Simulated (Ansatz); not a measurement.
# How many bands does the GW gap of MoS2/MoSSe (van der Waals superlattice) (P3m1) need?

How do accuracy and time trade against each other in G0W0 on MoS2/MoSSe (van der Waals superlattice) (P3m1)?

Method: G0W0 on PBEsol, plane waves, PAW; PAW set soft_1, in Ansatz 0.2.0.

The structure was built from a prototype and need not be the compound's stable phase.

## 1. The starting structure

The structure is trigonal, space group P3m1 (No. 156). Conventional cell: a = 3.144 Å, b = 3.144 Å, c = 11.780 Å, α = 90.00°, β = 90.00°, γ = 120.00°. Nearest to Mo lie 6 S at 2.39 Å. Nearest to S lie 3 Mo at 2.39 Å. Nearest to Mo lie 3 S at 2.38 Å and 3 Se at 2.50 Å. Nearest to S lie 3 Mo at 2.38 Å. Nearest to Se lie 3 Mo at 2.50 Å. It derives from Mo1S1Se1. Farther neighbours and most contacts between anions are not listed.

The structure was relaxed with PBEsol-D3(BJ). The runs that relaxed it are not among those shown.

## 2. 106 empty bands, screening to 60 eV

Now the one-shot GW correction: screening in the RPA, then the self-energy of the levels asked for. This step takes PAW set soft_1 files.

Contents of input.yaml:

```yaml
crystal:
  lattice:
    - [3.1444730757, 0.0, 0.0]
    - [-1.5722365378, 2.7231935651, 0.0]
    - [0.0, 0.0, 11.7798069796]
  atoms:
    - { symbol: Mo, position: [0.3333333333, 0.6666666667, 0.244121805] }
    - { symbol: S, position: [0.6666666667, 0.3333333333, 0.375572156] }
    - { symbol: S, position: [0.6666666667, 0.3333333333, 0.1123964636] }
    - { symbol: Mo, position: [0.0, 0.0, 0.7569898928] }
    - { symbol: S, position: [0.3333333333, 0.6666666667, 0.8873050472] }
    - { symbol: Se, position: [0.3333333333, 0.6666666667, 0.6116433664] }
kpoints:
  mp_grid: { grid: [9, 9, 2] }
hamiltonian:
  xc: pbesol
  pseudopotentials: { kind: paw, azcp: { folder: soft_1 }, xc_functional: pbe }
scf:
  occupations: { method: fixed }
gw:
  n_empty_bands: 106
  ecut_chi: 60
  qp_bands: [v2, c2]
  qp_kpoints: band_edges
  screening: { model: contour_deformation }
```

Started as:

```sh
ansatz run input.yaml --threads 2 --pin off --max-ram 92160MiB --backend cuda --events-out ev --progress --plain --runs-dir out --devices 1 --max-vram 13GiB
```

Numbers of over 12 decimals in the logs are rounded to 6 here.

What it wrote:

```text
GPUs: using 1 of 1 available (devices: 1).
Engine: ansatz 0.2.0, x86_64-unknown-linux-gnu
Pseudopotentials: kind: paw
Pseudopotential: Mo, paw, valence charge 14, recommended cutoff 420 eV (normal), soft_1/Mo.paw.azcp
Pseudopotential: S, paw, valence charge 6, recommended cutoff 420 eV (normal), soft_1/S.paw.azcp
Pseudopotential: Se, paw, valence charge 16, recommended cutoff 420 eV (normal), soft_1/Se.paw.azcp
Functional definition: PBEsol
  exchange = pbesol_x
  correlation = pbesol_c
device memory: the entry about to start is reckoned to put 1.4 GiB on a device that reports 53.3 GiB free (of which the cap on the GPU budget leaves the run 13.0 GiB)
GPU FFT provider: cuFFT
GPU libraries: cuBLAS 13.8.2, cuFFT 12.4.0, cuSOLVER 12.3.4
Crystal: 6 atoms, lattice volume = 100.871 Å³
Basis set: ecut = 420 eV, 1971 PW (Γ)
Bands: 38, of which v1, the nominal top of the filled ones, is band 31 counted from 1 (30 counted from 0)
Symmetry: 6 space group operations
Space group: P3m1 (ITA 156), of the structure as read, at distance tolerance 4.7e-5 Å
k-points: 24 of 162 (time reversal used)
Non-local potential: Mo, projectors of the file, l = 0: 3, l = 1: 2, l = 2: 2, l = 3: 1
Non-local potential: S, projectors of the file, l = 0: 2, l = 1: 2, l = 2: 1
Non-local potential: Se, projectors of the file, l = 0: 2, l = 1: 2, l = 2: 3, l = 3: 1
PAW form: soft (Blöchl's): semilocal exchange-correlation on the pseudo side does not see the compensation charge
PAW frozen core: Mo, regenerated for the run's functional, and the local potential with it (the file was generated under x = pbe(κ = 0.804, μ = 0.219515), c = pbe(β = 0.066725))
PAW frozen core: S, regenerated for the run's functional, and the local potential with it (the file was generated under x = pbe(κ = 0.804, μ = 0.219515), c = pbe(β = 0.066725))
PAW frozen core: Se, regenerated for the run's functional, and the local potential with it (the file was generated under x = pbe(κ = 0.804, μ = 0.219515), c = pbe(β = 0.066725))
PAW one-centre angular grid: Mo, 590 points (default); XC on 64 Gauss nodes
PAW one-centre angular grid: S, 110 points (default); XC on 64 Gauss nodes
PAW one-centre angular grid: Se, 590 points (default); XC on 64 Gauss nodes
Initial density: superposition of atomic densities (chi_scale 0.1, normalization cell, long waves kept (reshape's long-wave potential 0.26 eV rms))
Initial wavefunctions: pseudopotential atomic-orbital guess
GPU buffer pool allocated for 46080 grid points (all kernels)
GPU transforms: local potential and band sums: pruned to the plane-wave sphere, on 24×24×80
Functional: x = pbesol(κ = 0.804, μ = 0.123457), c = pbesol(β = 0.046)
SCF iter   1: F=—  HF=-17880.998157 eV  |F-HF|=—  |Δ(HF+E_count)|=         —  Δρ=5.71e-2  dr2=7.00e0  ethr=3.10e-3  ⟨swp⟩=5.1  Hψ=3527  notcnv=0  defer=104
preconditioner: auto → Resta (q_TF=auto, 2.516 Å⁻¹)  ε∞=8.0  [insulator: Δε(μ)=0.350 eV  Ē_g=8.399 eV  n_scr=26 (ndim 8)  ℏωp=22.2 eV  f_vac=0.000  ε∞_Penn≈8.0]
SCF iter   2: F=—  HF=-17879.652615 eV  |F-HF|=—  |Δ(HF+E_count)|=    1.35e0  Δρ=2.85e-2  dr2=1.66e0  ethr=3.10e-3  ⟨swp⟩=2.8  Hψ=1562  notcnv=0  defer=90
SCF iter   3: F=—  HF=-17879.257092 eV  |F-HF|=—  |Δ(HF+E_count)|=   3.96e-1  Δρ=1.29e-2  dr2=2.80e-1  ethr=2.67e-3  ⟨swp⟩=2.5  Hψ=1273  notcnv=0  defer=111
SCF iter   4: F=—  HF=-17879.201279 eV  |F-HF|=—  |Δ(HF+E_count)|=   5.58e-2  Δρ=4.06e-3  dr2=3.10e-2  ethr=4.52e-4  ⟨swp⟩=2.9  Hψ=1497  notcnv=0  defer=117
SCF iter   5: F=—  HF=-17879.198630 eV  |F-HF|=—  |Δ(HF+E_count)|=   2.65e-3  Δρ=1.94e-3  dr2=7.87e-3  ethr=4.99e-5  ⟨swp⟩=3.0  Hψ=1238  notcnv=0  defer=120
SCF iter   6: F=—  HF=-17879.198382 eV  |F-HF|=—  |Δ(HF+E_count)|=   2.49e-4  Δρ=6.97e-4  dr2=8.06e-4  ethr=1.27e-5  ⟨swp⟩=2.7  Hψ=1219  notcnv=0  defer=120
SCF iter   7: F=—  HF=-17879.198546 eV  |F-HF|=—  |Δ(HF+E_count)|=   1.64e-4  Δρ=3.92e-4  dr2=4.06e-4  ethr=1.30e-6  ⟨swp⟩=2.6  Hψ=1420  notcnv=0  defer=120
SCF iter   8: F=—  HF=-17879.198529 eV  |F-HF|=—  |Δ(HF+E_count)|=   1.67e-5  Δρ=1.01e-4  dr2=2.82e-5  ethr=6.56e-7  ⟨swp⟩=2.0  Hψ=1117  notcnv=0  defer=111
SCF iter   9: F=—  HF=-17879.198535 eV  |F-HF|=—  |Δ(HF+E_count)|=   5.57e-6  Δρ=3.15e-5  dr2=1.13e-6  ethr=4.55e-8  ⟨swp⟩=2.0  Hψ=1222  notcnv=0  defer=108
SCF iter  10: F=—  HF=-17879.198536 eV  |F-HF|=—  |Δ(HF+E_count)|=   1.38e-6  Δρ=9.02e-6  dr2=1.08e-7  ethr=1.82e-9  ⟨swp⟩=2.0  Hψ=1466  notcnv=0  defer=108
SCF iter  11: F=-17879.198536 eV  HF=-17879.198536 eV  |F-HF|=2.60e-8  |Δ(HF+E_count)|=   4.81e-8  Δρ=2.98e-6  dr2=1.53e-8  ethr=1.61e-10  ⟨swp⟩=10.8  Hψ=4149  notcnv=0
SCF 1 converged in 11 iterations: F = -17879.198536 eV  dr2 = 1.53e-8
  greatest PAW one-centre occupation: 1.000 electrons in one spin orbital (limit 2), on the Se atom at site 5 (counted from 0), in its partial waves of l = 2
device memory: the entry about to start is reckoned to put 1.4 GiB (of the 1.6 GiB reckoned in all, the device holds 0.1 GiB already) on a device that reports 52.1 GiB free (of which the cap on the GPU budget leaves the run 12.9 GiB)
NSCF: frozen V_eff on 24 k-points, pencils in batches of 32, up to order 152
the band table was solved once the SCF had ended and its energy, with any forces and stress, was formed, with the checks that follow a solve (3647 applications of the Hamiltonian). They found nothing against the state; the energy, forces and stress were not computed again (output.eigenvalues in the input reference)
device memory: the entry about to start is reckoned to put 2.8 GiB on a device that reports 52.2 GiB free (of which the cap on the GPU budget leaves the run 13.0 GiB)
NSCF: frozen V_eff on 24 k-points
G₀W₀ screening: q 1/24
[... further progress lines ...]
device memory: the entry about to start is reckoned to put 0.6 GiB on a device that reports 54.1 GiB free (of which the cap on the GPU budget leaves the run 13.0 GiB)
NSCF: frozen V_eff on 1 k-points
device memory: the entry about to start is reckoned to put 0.6 GiB on a device that reports 54.1 GiB free (of which the cap on the GPU budget leaves the run 13.0 GiB)
NSCF: frozen V_eff on 1 k-points
SCF converged after 11 iterations
Free energy (F): -17879.198536 eV
Harris-Foulkes:  -17879.198536 eV  (|F-HF|=2.60e-8)
Internal energy: -17879.198536 eV  (E = F + TS)
E sigma→0 (E₀):  -17879.198536 eV
Fermi energy:    13.043872 eV
--- Per-component energies (eV) ---
  E_band       = -568.141541
  E_kinetic    = 1279.737743
  E_local      = -6610.458960  (includes V_loc(G=0)·N_el)
  E_nonlocal   = 51.622460
  E_hartree    = 3016.096109
  E_xc         = -702.892433
  E_vxc        = -781.691701  (∫ρ·V_xc dr)
  E_paw        = -10171.574850  (= ΣΔE_a)
  E_vpaw       = -539.536438  (= ΣTr[D̂ρ^β])
  E_aug_tail   = -0.000277  (compensation charges beyond the density's cutoff)
  E_ewald      = -4743.341228
  E_core_change = 1.612900  (= ΣΔE_core)
  E_smearing   = -0.000000  (= −TS)
  E_closure    = 0.000000  (closes the sum)
  Σ components = -17879.198536   (vs F -17879.198536, Δ=0.00e0)
--- Band table (eV; the first three rows and the last of 24) ---
  k-point 0: bands = [... 27 lower, 11.2214, 11.3090, 12.0908, 13.0439, 14.7156, 14.7156, 14.9690, 14.9690, ... 3 higher]
  k-point 1: bands = [... 27 lower, 11.2200, 11.2200, 12.5354, 12.9571, 14.7256, 14.7256, 14.9333, 14.9333, ... 3 higher]
  k-point 2: bands = [... 27 lower, 10.9801, 11.3586, 12.1027, 12.5771, 14.6084, 14.6783, 14.7374, 15.0239, ... 3 higher]
  k-point 23: bands = [... 27 lower, 9.7037, 9.9642, 11.8798, 12.3363, 13.6629, 14.1289, 14.6543, 14.7990, ... 3 higher]
--- G₀W₀: contour deformation, 7 samples at zero and on the imaginary axis and 2 off it, 162 q-points, 106 empty bands' worth ---
  eigenvalues of the whole cell's RPA ε∞ on this k-mesh (on a slab, of 1 + 4πα/V) = 9.6574, 17.0560, 17.0560; static W/v taken at q = 0 is 0.070410
  gw.qp_kpoints: band_edges: 19 of 24 stored k-points solved, in 1 pass; an edge of the gap read off the rows below is read off those points alone
    valence top: of the k-points left out ik 16 came nearest to being solved in a further pass, in band 31 (counted from 1, as in the quasiparticle table): it holds the edge there only if its correction is more favourable than any solved in that band by at least 0.976 eV; those differ by 0.338 eV
    conduction bottom: of the k-points left out ik 15 came nearest to being solved in a further pass, in band 32 (counted from 1, as in the quasiparticle table): it holds the edge there only if its correction is more favourable than any solved in that band by at least 0.559 eV; those differ by 0.263 eV
    ik  band        ε_KS         Σx   Σc(E_QP)       V_xc       Z   E_QP_lin       E_QP  E_QP is
     0    30     12.0908   -18.5889     1.9584   -16.8201  0.7656    12.2799    12.2804  root
     0    31     13.0439   -19.5992     0.8616   -19.2411  0.7557    13.5458    13.5474  root
     0    32     14.7156   -13.7255    -3.8561   -18.4194  0.7539    15.5672    15.5533  root
     0    33     14.7156   -13.7255    -3.8561   -18.4194  0.7539    15.5672    15.5533  root
     1    30     12.5354   -19.4235     1.1458   -18.7306  0.7583    12.9865    12.9882  root
     1    31     12.9571   -19.3227     1.1003   -18.6576  0.7577    13.3910    13.3924  root
     1    32     14.7256   -13.7258    -3.8714   -18.4355  0.7536    15.5782    15.5638  root
     1    33     14.7256   -13.7258    -3.8714   -18.4355  0.7536    15.5782    15.5638  root
     2    30     12.1027   -18.7558     1.8840   -17.0937  0.7657    12.3240    12.3246  root
     2    31     12.5771   -19.2725     1.1693   -18.5450  0.7554    13.0173    13.0189  root
     2    32     14.6084   -13.8734    -3.9398   -18.6755  0.7558    15.4854    15.4707  root
     2    33     14.6783   -13.9429    -3.7870   -18.5121  0.7465    15.4745    15.4604  root
     3    30     12.2602   -19.3201     1.3078   -18.4310  0.7581    12.6772    12.6789  root
     3    31     12.5796   -19.2383     1.2845   -18.3677  0.7562    12.9920    12.9935  root
     3    32     14.5788   -13.8551    -3.9450   -18.6708  0.7576    15.4641    15.4495  root
     3    33     14.7426   -14.0414    -3.7978   -18.6175  0.7433    15.5356    15.5209  root
     4    30     11.4291   -19.0044     1.8331   -17.4783  0.7542    11.7348    11.7362  root
     4    31     11.7293   -18.9571     1.8152   -17.4572  0.7509    12.0432    12.0446  root
     4    32     13.9101   -13.8326    -3.5845   -18.2084  0.7593    14.7115    14.7014  root
     4    33     14.3232   -14.3619    -3.6727   -18.8458  0.7479    15.1478    15.1343  root
     6    30     11.2805   -18.9003     1.8220   -17.4351  0.7438    11.6353    11.6374  root
     6    31     11.3799   -19.3790     2.0350   -17.6494  0.7554    11.6839    11.6853  root
     6    32     14.0025   -14.3766    -3.8372   -19.0750  0.7532    14.8773    14.8636  root
     6    33     14.1508   -15.3729    -3.8999   -20.1954  0.7447    15.0910    15.0734  root
[...]
22    30     11.8541   -19.1632     0.8486   -18.8589  0.7525    12.3959    12.3984  root
    22    31     12.2842   -19.0502     0.8477   -18.7433  0.7532    12.8225    12.8250  root
    22    32     13.6606   -16.1644    -3.4759   -20.5891  0.7499    14.6241    14.6095  root
    22    33     14.1706   -16.0407    -3.6044   -20.5855  0.7481    15.1271    15.1109  root
    23    30     11.8798   -19.2374     0.8594   -18.9238  0.7526    12.4231    12.4255  root
    23    31     12.3363   -19.2012     0.8542   -18.8934  0.7534    12.8802    12.8827  root
    23    32     13.6629   -16.1509    -3.4742   -20.5727  0.7501    14.6251    14.6106  root
    23    33     14.1289   -15.8457    -3.6211   -20.4034  0.7489    15.0812    15.0654  root
```

Wall time 29 s (1 × NVIDIA H100 80GB HBM3 (shared by 6 runs) with 2 threads of AMD EPYC 7R13 (Zen 3), shared host); peak memory 1.3 GiB.

In the SCF lines HF is the Harris–Foulkes energy and dr2 the Hartree energy of the density residual, in eV; the loop may stop once dr2 is under the threshold and the program's other checks hold. Hψ counts applications of the Hamiltonian.

Numbers from this step:

```yaml
bands_summed: 137
rpa_eps_infinity_on_this_mesh_eigenvalues: 9.657, 17.06, 17.06
plane_waves_in_the_screening_matrix: 93
q_points_in_the_mesh: 162
g0w0_gap_on_the_mesh: 0.8300 eV
k_of_the_valence_top: 0, 0, 0
k_of_the_conduction_bottom: 0.1111, 0.2222, 0
starting_gap_on_the_mesh: 0.5407 eV
z_at_the_valence_top: 0.7557
z_at_the_conduction_bottom: 0.7613
least_direct_g0w0_gap_on_the_computed_points: 1.728 eV
```

The gap on the mesh goes from 0.54 eV to 0.83 eV, a correction of +0.29 eV. Between the two edge states, bare exchange in place of the xc potential would open the gap by 4.62 eV, and correlation takes back 4.33 eV.

## 3. 420 empty bands, screening to 150 eV

Bands and screening cutoff are moved together, since each hides the error of the other.

input.yaml: that of step 2 with these lines changed.

```diff
@@ -20,4 +20,4 @@
 gw:
-  n_empty_bands: 106
-  ecut_chi: 60
+  n_empty_bands: 420
+  ecut_chi: 150.0
   qp_bands: [v2, c2]
```

What it wrote:

```text
GPUs: using 1 of 1 available (devices: 1).
[...]
GPU FFT provider: cuFFT
GPU libraries: cuBLAS 13.8.2, cuFFT 12.4.0, cuSOLVER 12.3.4
Crystal: 6 atoms, lattice volume = 100.871 Å³
Basis set: ecut = 420 eV, 1971 PW (Γ)
Bands: 38, of which v1, the nominal top of the filled ones, is band 31 counted from 1 (30 counted from 0)
[... 1 set-up line as in the run before ...]
[...]
k-points: 24 of 162 (time reversal used)
[...]
GPU buffer pool allocated for 46080 grid points (all kernels)
[...]
SCF iter   1: F=—  HF=-17880.998157 eV  |F-HF|=—  |Δ(HF+E_count)|=         —  Δρ=5.71e-2  dr2=7.00e0  ethr=3.10e-3  ⟨swp⟩=5.1  Hψ=3527  notcnv=0  defer=104
[...]
SCF iter  11: F=-17879.198536 eV  HF=-17879.198536 eV  |F-HF|=2.60e-8  |Δ(HF+E_count)|=   4.81e-8  Δρ=2.98e-6  dr2=1.53e-8  ethr=1.61e-10  ⟨swp⟩=10.8  Hψ=4149  notcnv=0
SCF 1 converged in 11 iterations: F = -17879.198536 eV  dr2 = 1.53e-8
[...]
NSCF: frozen V_eff on 24 k-points, pencils in batches of 32, up to order 152
[...]
NSCF: frozen V_eff on 24 k-points
G₀W₀ screening: q 1/24
[... further progress lines ...]
[...]
SCF converged after 11 iterations
Free energy (F): -17879.198536 eV
[...]
Internal energy: -17879.198536 eV  (E = F + TS)
E sigma→0 (E₀):  -17879.198536 eV
Fermi energy:    13.043872 eV
[...]
--- Band table (eV; the first three rows and the last of 24) ---
  k-point 0: bands = [... 27 lower, 11.2214, 11.3090, 12.0908, 13.0439, 14.7156, 14.7156, 14.9690, 14.9690, ... 3 higher]
  k-point 1: bands = [... 27 lower, 11.2200, 11.2200, 12.5354, 12.9571, 14.7256, 14.7256, 14.9333, 14.9333, ... 3 higher]
  k-point 2: bands = [... 27 lower, 10.9801, 11.3586, 12.1027, 12.5771, 14.6084, 14.6783, 14.7374, 15.0239, ... 3 higher]
  k-point 23: bands = [... 27 lower, 9.7037, 9.9642, 11.8798, 12.3363, 13.6629, 14.1289, 14.6543, 14.7990, ... 3 higher]
[...]
bands read: the sum over 451 bands ends inside a degenerate multiplet in 1 slot, whose members it reads at an even weight; the widest, k=0: bands 451 to 452 (counted from 1) at 1/2 each
[...]
0    30     12.0908   -18.5889     1.4064   -16.8201  0.7587    11.7265    11.7283  root
     0    31     13.0439   -19.5992     0.2987   -19.2411  0.7461    12.9845    12.9845  root
     0    32     14.7156   -13.7255    -4.3708   -18.4194  0.7464    15.0405    15.0387  root
     0    33     14.7156   -13.7255    -4.3708   -18.4194  0.7464    15.0405    15.0387  root
     1    30     12.5354   -19.4235     0.5989   -18.7306  0.7500    12.4413    12.4414  root
     1    31     12.9571   -19.3227     0.5395   -18.6576  0.7484    12.8315    12.8316  root
     1    32     14.7256   -13.7258    -4.3866   -18.4355  0.7461    15.0506    15.0487  root
     1    33     14.7256   -13.7258    -4.3866   -18.4355  0.7461    15.0506    15.0487  root
[...]
23    30     11.8798   -19.2374     0.3684   -18.9238  0.7450    11.9345    11.9346  root
    23    31     12.3363   -19.2012     0.3567   -18.8934  0.7459    12.3852    12.3852  root
    23    32     13.6629   -16.1509    -3.9894   -20.5727  0.7399    14.0981    14.0954  root
    23    33     14.1289   -15.8457    -4.1240   -20.4034  0.7392    14.5656    14.5625  root
```

Wall time 2.1 min (1 × NVIDIA H100 80GB HBM3 (shared by 6 runs) with 2 threads); peak memory 2.4 GiB.

This step gave:

| Item | Value |
| --- | --- |
| bands summed | 451 |
| RPA ε∞ on this mesh (eigenvalues) | 9.564, 16.41, 16.41 |
| plane waves in the screening matrix | 413 |
| q-points in the mesh | 162 |
| G0W0 gap on the mesh | 0.9260 eV |
| k of the valence top | 0, 0, 0 |
| k of the conduction bottom | 0.1111, 0.2222, 0 |
| starting gap on the mesh | 0.5407 eV |
| Z at the valence top | 0.7461 |
| Z at the conduction bottom | 0.7535 |
| least direct G0W0 gap on the computed points | 1.710 eV |

Against the run with 9×9×2 mesh, 106 empty bands, screening to 60 eV, PAW set soft_1 files, the gap moves by +0.10 eV.

## 4. Side by side

Times are wall times on 1 × NVIDIA H100 80GB HBM3 (shared by 6 runs) with 2 threads of AMD EPYC 7R13 (Zen 3), shared host, good to a factor of about two.

| mesh | files | frequency | bands summed | cutoff (eV) | start (eV) | G0W0 (eV) | time | host memory (GiB) |
| --- | --- | --- | --- | --- | --- | --- | --- | --- |
| 9×9×2 | PAW set soft_1 | contour deformation | 137 | 60 | 0.541 | 0.830 | 29 s | 1.3 |
| 9×9×2 | PAW set soft_1 | contour deformation | 451 | 150 | 0.541 | 0.926 | 2.1 min | 2.4 |

How the two edges are built up, in eV (the quasiparticle level is the starting level plus Σx plus Σc less Vxc):

| run | edge | start | Σx | Σc | Vxc | Z | QP |
| --- | --- | --- | --- | --- | --- | --- | --- |
| 137 bands | valence top | 13.04 | -19.60 | 0.86 | -19.24 | 0.76 | 13.55 |
| 137 bands | conduction bottom | 13.58 | -13.87 | -3.47 | -18.13 | 0.76 | 14.38 |
| 451 bands | valence top | 13.04 | -19.60 | 0.30 | -19.24 | 0.75 | 12.98 |
| 451 bands | conduction bottom | 13.58 | -13.87 | -3.94 | -18.13 | 0.75 | 13.91 |

## 5. Summary of results

```
137 bands, 60 eV                    : 0.830 eV
451 bands, 150 eV                   : 0.926 eV
estimated limit in bands and cutoff : 0.97 eV
mesh and start                      : 9×9×2, PBEsol
```

**Reading.** A line in one over the bands through the two rungs gives 0.97 eV, +0.04 eV from the top rung; with two points alone it is an unchecked estimate. The rungs stand 0.14 eV (137 bands) and 0.04 eV (451 bands) from it. From 137 to 451 bands the gap moves by +0.10 eV while the time grows 4.2-fold. Σc changes by −0.56 eV at the valence top and −0.47 eV at the conduction bottom, so the levels themselves move more than the gap between them. The 9×9×2 mesh misses a band edge: over a band path and its finer mesh (run apart) the PBEsol gap is 0.44 eV, so the G0W0 gap over the zone may lie about 0.10 eV below its value on the mesh. The 9×9×2 mesh is coarse for this cell (its supercell is 24 Å along the shortest edge). The RPA ε∞ on it, from the PBEsol start, is 9.56 and 16.41; such meshes misread the long-range screening, most where the gap is narrow. The many-body steps are scalar-relativistic: spin-orbit coupling is not in them.

[Paths, hosts, dates, memory and timing lines, banners, echoed tables and standing remarks are left out of the program output.]

[Logs are printed without paths, hosts, clocks, repeated set-up lines and the standing remarks that a program may print on its own settings, such as how far it seeks lower states.]

[Runs of the session that timed out or met a known fault of the program may be left out.]

[Cells called generated may have been cut or substituted from an entry of the Crystallography Open Database or the Materials Project.]

[Hosts, paths, dates, database ids (printed as entryN), source tags and the programs' standing remarks are cut or masked in the printed files.]
